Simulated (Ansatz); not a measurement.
# CaFeHIr: relaxing a made-up structure, part 2 of 2

This structure for CaFeHIr is made up. Its elements were placed in a known structure type with a cell scaled to their sizes. What cell does the guess relax to, and how far off was it?

Ansatz 0.2.0; DFT, PBEsol, plane-wave PAW, default files, scalar-relativistic, ferromagnetic start, cell and ions relaxed at zero pressure (the session's first sound run).

So far: The structure; Relaxing cell and atoms. The relaxed cell has a = 3.918, c = 4.554 Å (conventional setting).

## 3. Electronic structure of the relaxed cell

With the geometry fixed, one more self-consistent run, with a narrower smearing and the mesh shown in its input, gives the bands, and its pressure, and its forces where symmetry allows any, show how far the geometry depends on these settings.

This step: DFT, PBEsol, plane-wave PAW, default files, scalar-relativistic, ferromagnetic start, bands and density of states at the relaxed cell (Ansatz 0.2.0).

File input.yaml:

```yaml
crystal:
  lattice:
    - [3.9180455855, 0.0, 0.0]
    - [-1.9590227927, 3.3931270102, 0.0]
    - [0.0, 0.0, 4.5538114806]
  atoms:
    - { symbol: Ir, position: [0.0, 0.0, 0.5112161573] }
    - { symbol: Fe, position: [0.3333333333, 0.6666666667, 0.5753155704], spin: 0.8 }
    - { symbol: Ca, position: [0.6666666667, 0.3333333333, 1.0366640725] }
    - { symbol: H, position: [0.3333333333, 0.6666666667, 0.9119041998] }
magnetization:
  spin_polarized: true
kpoints:
  mp_grid: { grid: [10, 10, 8] }
  band_path:
    path:
      - [[0.0, 0.0, 0.0], [0.5, 0.0, 0.0], [0.33333333, 0.33333333, 0.0], [0.0, 0.0, 0.0], [0.0, 0.0, 0.5], [0.5, 0.0, 0.5], [0.33333333, 0.33333333, 0.5], [0.0, 0.0, 0.5]]
      - [[0.5, 0.0, 0.5], [0.5, 0.0, 0.0]]
      - [[0.33333333, 0.33333333, 0.0], [0.33333333, 0.33333333, 0.5]]
    npoints: 8
scf:
  occupations: { method: fermi_dirac, width: 0.03 }
  n_extra_bands: 9
hamiltonian:
  xc: pbesol
  pseudopotentials: { kind: paw }
output:
  forces: true
  stress: true
  write_bands: true
  dos: { projected: true }
  write_density: true
  write_potential: true
  elf: true
  volumetric_format: npy
```

Command:

```console
> ansatz run input.yaml --threads 4 --pin off --max-ram 8192MiB --backend cpu --events-out ev --progress --plain --runs-dir out
```

Numbers of over 12 decimals in the logs are rounded to 6 here.

Output:

```text
[...]
Crystal: 4 atoms, lattice volume = 60.540 Å³
Basis set: ecut = 420 eV, 1191 PW (Γ), exchange–correlation on 54×54×64 points (8 copies of the dense FFT grid, shifted against one another)
Bands: 31, of which v1, the nominal top of the filled ones, is band 22 counted from 1 (21 counted from 0)
Symmetry: 6 space group operations
[...]
k-points: 94 of 800 (time reversal used)
[...]
Starting moments: Σ|m| = 0.8 μB on 1 of 4 sites
[...]
SCF iter   1: F=—  HF=-18059.577956 eV  |F-HF|=—  |Δ(HF+E_count)|=         —  Δρ=7.97e-2 (↑7.97e-2 ↓5.81e-2)  dr2=1.52e1  dr2_m=2.95e-1  M=0.316 μB ∫|m|=0.352 μB  β_m=0.30  ethr=3.10e-3  ⟨swp⟩=7.2  Hψ=28003  notcnv=0
[...]
SCF iter  15: F=-18057.315525 eV  HF=-18057.315525 eV  |F-HF|=7.31e-10  |Δ(HF+E_count)|=  3.67e-10  Δρ=6.63e-7 (↑6.63e-7 ↓4.72e-7)  dr2=9.99e-10  dr2_m=1.02e-11  M=1.259 μB ∫|m|=1.483 μB  ethr=2.76e-11  ⟨swp⟩=10.5  Hψ=35157  notcnv=0
SCF 1 converged in 15 iterations: F = -18057.315525 eV  dr2 = 9.99e-10
[...]
NSCF: frozen V_eff on 75 k-points
SCF converged after 15 iterations
Magnetization: 1.2593 μB (22.6296 up, 21.3704 down)
Absolute magnetization: 1.4830 μB (∫|ρ↑−ρ↓|, with the PAW one-centre terms)
[...]
Per-site moments (μB) at R_I (Å): [(0.246914, 0.940846), (0.843066, 0.632264), (-0.010491, 0.962090), (-0.012652, 0.632264)]
Free energy (F): -18057.315525 eV
[...]
Internal energy: -18057.309332 eV  (E = F + TS)
E sigma→0 (E₀):  -18057.312428 eV
Entropy (-TS):   -0.006194 eV (-1.548 meV/atom)
Fermi energy:    12.424220 eV
[...]
--- Forces (eV/Å), atoms counted from 1 ---
  atom   1  Ir     0.00000000     0.00000000    -0.00371942
  atom   2  Fe     0.00000000    -0.00000000     0.01842982
  atom   3  Ca     0.00000000     0.00000000    -0.00209450
  atom   4  H     -0.00000000    -0.00000000    -0.01260241
  max |Σ_I F_I| component: 1.35e-5 eV/Å
--- Stress (GPa, compression-positive) ---
       -0.023065       0.000000      -0.000000
        0.000000      -0.023065      -0.000000
       -0.000000      -0.000000       0.025022
  P = ⅓ Tr σ = -0.0070 GPa (-0.070 kbar)
--- Band table (eV; the first three rows and the last of 188) ---
  k-point 0 ↑: bands = [... 18 lower, 10.6536, 10.6536, 10.7718, 11.7606, 11.7606, 12.6194, 14.6688, 15.6166, ... 5 higher]
  k-point 1 ↑: bands = [... 18 lower, 10.6294, 10.6294, 10.7913, 11.7906, 11.7906, 12.1248, 15.0462, 15.7262, ... 5 higher]
  k-point 2 ↑: bands = [... 18 lower, 10.5791, 10.5791, 10.6809, 11.4491, 11.8549, 11.8549, 15.6332, 16.0206, ... 5 higher]
  k-point 93 ↓: bands = [... 18 lower, 10.4282, 11.4132, 12.4572, 12.7391, 13.0367, 13.2403, 14.0746, 14.1938, ... 5 higher]
```

Wall time 16 s (4 threads of Arm Neoverse V2, shared host); peak memory 0.63 GiB; 61 s of CPU time.

The column dr2 measures how far the density is from self-consistency, as an energy; F and HF (Harris–Foulkes) agree once it is small.

Numbers from this step:

```yaml
free_energy: -18057.3155 eV
energy_at_zero_smearing: -18057.3124 eV
smearing_term_ts: 0.006194 eV
magnetization: 1.259 μB
absolute_magnetization: 1.483 μB
site_moments: 0.2469, 0.8431, -0.01049, -0.01265 μB
pressure: -0.007036 GPa
```

From bands.tsv, the bands that come nearest the Fermi level along the path, at its corners, in eV from the Fermi level:

```
point  band_20_up  band_21_up  band_22_up  band_23_up  band_20_dn  band_21_dn  band_22_dn  band_23_dn
    Γ       -1.65       -0.66       -0.66        0.20       -1.03        0.20        0.20        0.43
    M       -1.19       -0.38        0.34        1.30       -0.65        0.61        0.94        1.87
    K       -0.52       -0.06        0.12        0.47       -0.16        0.46        0.84        0.87
    Γ       -1.65       -0.66       -0.66        0.20       -1.03        0.20        0.20        0.43
    A       -1.90       -1.04       -0.49       -0.49       -1.17       -0.72        0.46        0.46
    L       -0.96       -0.40        0.33        0.39       -0.85        0.56        0.72        1.00
    H       -0.41       -0.26        0.28        0.46        0.25        0.40        0.50        0.73
    A       -1.90       -1.04       -0.49       -0.49       -1.17       -0.72        0.46        0.46
    L       -0.96       -0.40        0.33        0.39       -0.85        0.56        0.72        1.00
    M       -1.19       -0.38        0.34        1.30       -0.65        0.61        0.94        1.87
    K       -0.52       -0.06        0.12        0.47       -0.16        0.46        0.84        0.87
    H       -0.41       -0.26        0.28        0.46        0.25        0.40        0.50        0.73
```

Spin density in the ac plane at fractional y = 0.667, with atoms of Fe and H within 0.2 Å of it.

Values in e/Å³, 16 rows by 14 columns, each cell a mean:
```
0.0 0.0 0.0 0.0 0.0 0.0 0.0 0.0 0.0 0.0 0.0 0.0 0.0 0.0
0.0 0.0 0.0 0.0 0.0 0.0 0.0 0.0 0.0 0.0 0.0 0.0 0.0 0.0
0.0 0.0 0.0 0.0 0.0 0.0 0.0 0.0 0.0 0.0 0.0 0.0 0.0 0.0
0.0 0.0 0.0 0.0 0.0 0.0 0.0 0.0 0.0 0.0 0.0 0.0 0.0 0.0
0.0 0.0 0.1 0.2 0.3 0.3 0.3 0.1 0.0 0.0 0.0 0.0 0.0 0.0
0.0 0.0 0.1 0.6 1.3 1.3 0.7 0.1 0.0 0.0 0.0 0.0 0.0 0.0
0.0 0.0 0.1 0.7 2.0 2.0 0.8 0.1 0.0 0.0 0.0 0.0 0.0 0.0
0.0 0.0 0.1 0.6 1.2 1.2 0.6 0.1 0.0 0.0 0.0 0.0 0.0 0.0
0.0 0.0 0.1 0.2 0.3 0.3 0.2 0.1 0.0 0.0 0.0 0.0 0.0 0.0
0.0 0.0 0.0 0.0 0.0 0.0 0.0 0.0 0.0 0.0 0.0 0.0 0.0 0.0
0.0 0.0 0.0 0.0 0.0 0.0 0.0 0.0 0.0 0.0 0.0 0.0 0.0 0.0
0.0 0.0 0.0 0.0 0.0 0.0 0.0 0.0 0.0 0.0 0.0 0.0 0.0 0.0
0.0 0.0 0.0 0.0 0.0 0.0 0.0 0.0 0.0 0.0 0.0 0.0 0.0 0.0
0.0 0.0 0.0 0.0 0.0 0.0 0.0 0.0 0.0 0.0 0.0 0.0 0.0 0.0
0.0 0.0 0.0 0.0 0.0 0.0 0.0 0.0 0.0 0.0 0.0 0.0 0.0 0.0
0.0 0.0 0.0 0.0 0.0 0.0 0.0 0.0 0.0 0.0 0.0 0.0 0.0 0.0
```
Columns run along a (3.9 Å), rows up along c (4.6 Å). Atoms in or near the plane, at fractional coordinates: Fe at (0.33, 0.58), H at (0.33, 0.91).

ELF in the ac plane at fractional y = 0.667, with atoms of Fe and H within 0.2 Å of it. It is the smooth field of the valence electrons, not physical close to the nuclei.

Ten even steps from '0' (0.04) to '9' (1.00), each cell a mean:
```
02799997200000
02799997300000
12467764211111
22122221222222
31123431133223
31257752133223
32258862132222
32246652232222
32123321232222
33110001332222
33210012332222
23211112322112
11111111110000
00012210000000
00146651000000
00489984100100
```
Columns run along a (3.9 Å), rows up along c (4.6 Å). Atoms in or near the plane, at fractional coordinates: Fe at (0.33, 0.58), H at (0.33, 0.91).

ELF of down spins in the ac plane at fractional y = 0.667, with atoms of Fe and H within 0.2 Å of it. It is the smooth field of the valence electrons, not physical close to the nuclei.

Values, 16 rows by 14 columns, each cell a mean:
```
0.07 0.24 0.74 0.97 1.00 1.00 0.98 0.72 0.28 0.07 0.06 0.07 0.07 0.05
0.13 0.32 0.73 0.95 0.99 0.99 0.97 0.72 0.35 0.13 0.07 0.06 0.06 0.07
0.24 0.31 0.49 0.68 0.79 0.79 0.70 0.48 0.32 0.23 0.18 0.15 0.15 0.18
0.33 0.27 0.21 0.25 0.33 0.33 0.25 0.20 0.25 0.33 0.33 0.29 0.29 0.32
0.37 0.24 0.17 0.29 0.45 0.46 0.31 0.16 0.22 0.38 0.38 0.32 0.32 0.37
0.37 0.23 0.27 0.54 0.74 0.75 0.56 0.25 0.22 0.38 0.36 0.28 0.28 0.35
0.35 0.24 0.33 0.62 0.83 0.84 0.65 0.31 0.23 0.36 0.33 0.26 0.26 0.32
0.35 0.25 0.27 0.51 0.72 0.72 0.53 0.25 0.25 0.36 0.31 0.26 0.26 0.30
0.38 0.31 0.20 0.29 0.45 0.45 0.30 0.19 0.30 0.39 0.30 0.25 0.25 0.30
0.42 0.41 0.24 0.13 0.13 0.13 0.12 0.24 0.41 0.42 0.32 0.25 0.25 0.31
0.42 0.45 0.34 0.18 0.11 0.10 0.16 0.34 0.45 0.42 0.33 0.27 0.27 0.32
0.32 0.37 0.32 0.23 0.17 0.17 0.22 0.32 0.37 0.32 0.24 0.20 0.20 0.24
0.15 0.19 0.20 0.19 0.17 0.17 0.18 0.20 0.19 0.15 0.12 0.10 0.10 0.11
0.06 0.08 0.13 0.19 0.23 0.23 0.19 0.12 0.08 0.06 0.07 0.08 0.08 0.06
0.04 0.06 0.23 0.50 0.66 0.66 0.52 0.22 0.08 0.04 0.08 0.13 0.12 0.07
0.04 0.11 0.49 0.85 0.95 0.95 0.87 0.47 0.14 0.05 0.08 0.13 0.13 0.07
```
Columns run along a (3.9 Å), rows up along c (4.6 Å). Atoms in or near the plane, at fractional coordinates: Fe at (0.33, 0.58), H at (0.33, 0.91).

## 4. Results

| Property | Result |
| --- | --- |
| space group, relaxed | P3m1 |
| conventional cell | a = 3.918, b = 3.918, c = 4.554 Å; α = 90.0°, β = 90.0°, γ = 120.0° |
| volume per atom | 15.14 Å³ (guess 16.27) |
| total moment | 1.26 μB in the cell of 4 atoms |

In words: CaFeHIr relaxes to P3m1 with a = 3.918, b = 3.918 and c = 4.554 Å. The guessed volume was 7 % too large. The space group P3m1 was held in the relaxation, so the end point is a stationary structure within it and may be a saddle against distortions or other arrangements. The input starts from parallel moments, and no other start was typed. Bands cross the Fermi level, so it is a metal or semimetal at this level. On the 10×10×8 mesh with the narrower smearing (relaxed on 8×8×6) the largest force component is 0.018 eV/Å and the largest stress component is 0.025 GPa, against the relaxation's thresholds of 0.015 eV/Å and 0.05 GPa. The cutoff wasn't tested. Spin-orbit coupling is left out, which can matter for elements this heavy. No dispersion term is used, so weakly bound directions may come out too long. Nothing here tests whether the compound is stable against decomposition.

[Logs are printed without paths, hosts, clocks, repeated set-up lines and the standing remarks that a program may print on its own settings, such as how far it seeks lower states.]

[Hosts, paths, dates, database ids (printed as entryN), source tags and the programs' standing remarks are cut or masked in the printed files.]
